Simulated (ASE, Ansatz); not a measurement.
## Finding the fault: random zinc-blende (Ga, In, Al)As solid solution (64 atoms)

Program: Ansatz 0.2.0. The cell: 10 In, 32 As, 11 Ga and 11 Al.

input.yaml

```yaml
crystal:
  lattice:
    - [11.554, 0.0, 0.0]
    - [0.0, 11.554, 0.0]
    - [0.0, 0.0, 11.554]
  atoms:
    - { symbol: In, position: [0.99668, 0.01003, 0.00503] }
    - { symbol: As, position: [0.13133, 0.13022, 0.12628] }
    - { symbol: In, position: [0.99366, 0.24601, 0.2451] }
    - { symbol: As, position: [0.1306, 0.38014, 0.37351] }
    - { symbol: In, position: [0.24705, 0.99576, 0.24758] }
    - { symbol: As, position: [0.36699, 0.12436, 0.36609] }
    - { symbol: Ga, position: [0.23738, 0.25162, 0.00095] }
    - { symbol: As, position: [0.36393, 0.37774, 0.11576] }
    - { symbol: Ga, position: [0.98679, 0.99536, 0.49784] }
    - { symbol: As, position: [0.12726, 0.13003, 0.62804] }
    - { symbol: Ga, position: [0.99454, 0.2496, 0.75101] }
    - { symbol: As, position: [0.12411, 0.37105, 0.87016] }
    - { symbol: Ga, position: [0.25612, 0.00689, 0.75666] }
    - { symbol: As, position: [0.36487, 0.12958, 0.87116] }
    - { symbol: Al, position: [0.26161, 0.25804, 0.5021] }
    - { symbol: As, position: [0.38345, 0.37537, 0.63698] }
    - { symbol: In, position: [0.00411, 0.50353, 0.98883] }
    - { symbol: As, position: [0.1241, 0.62057, 0.11753] }
    [... 40 atom lines left out ...]
    - { symbol: Ga, position: [0.50078, 0.74635, 0.75378] }
    - { symbol: As, position: [0.61555, 0.88259, 0.87185] }
    - { symbol: In, position: [0.74918, 0.49357, 0.75599] }
    - { symbol: As, position: [0.88022, 0.62414, 0.86822] }
    - { symbol: Al, position: [0.75323, 0.75396, 0.5153] }
    - { symbol: As, position: [0.88247, 0.87, 0.62774] }
kpoints:
  mp_grid: { grid: [1, 1, 1], kspacing: 0.3 }
hamiltonian:
  xc: pbe
scf:
  occupations: { method: fermi_dirac, width: 0.025 }
  max_iter: 80
output:
  forces: true
```

The run is started by

```
ansatz run input.yaml --threads 4 --pin off --max-ram 8192MiB --backend cpu --events-out ev --progress --plain --runs-dir out
```

The log of the run:

```text
Error: invalid value for `kpoints.mp_grid.kspacing`: mutually exclusive with `grid` — set one or the other
```

The job ended after 0.05 s (4 threads of Arm Neoverse V2, shared host; peak memory 0.11 GiB).

What is at fault here, and what would mend it?

Both a k-mesh and a spacing: kpoints.mp_grid.kspacing = 0.3.

The fix is to take out kpoints.mp_grid.kspacing.

The program refused it before any cycle.

[Logs are printed without paths, hosts, clocks, repeated set-up lines and the standing remarks that a program may print on its own settings, such as how far it seeks lower states.]

[Hosts, paths, dates, database ids (printed as entryN), source tags and the programs' standing remarks are cut or masked in the printed files.]
